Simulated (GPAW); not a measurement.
## Whose spectrum is this?

Method: GPAW, PBE, RPA, without spin-orbit coupling, line width 0.12 eV (Lorentzian); metals get a typed carrier damping. The response is along the first axis of the cell.

(E (eV), Im ε): (0.00, 0.00), (0.50, 0.02), (1.00, 0.05), (1.50, 0.10), (2.00, 0.46), (2.50, 0.62), (3.00, 1.23), (3.50, 1.93), (4.00, 4.91), (4.50, 5.55), (5.00, 4.90), (5.50, 7.10), (6.00, 10.22), (6.50, 9.99), (7.00, 4.42), (7.50, 5.92), (8.00, 6.62)

Task: To which candidate does it belong?
A. MoS2 (R3m)
B. ZnSe (F-43m)
C. ZnS (F-43m)

Result: C. ZnS (F-43m): ε∞ = 5.64 along the first axis, strongest peak along the first axis at 5.94 eV. The others: ZnSe (F-43m), ε∞ = 6.99 along the first axis, strongest peak along the first axis at 5.37 eV; MoS2 (R3m), ε∞ = 13.67 along the first axis, strongest peak along the first axis at 2.92 eV.
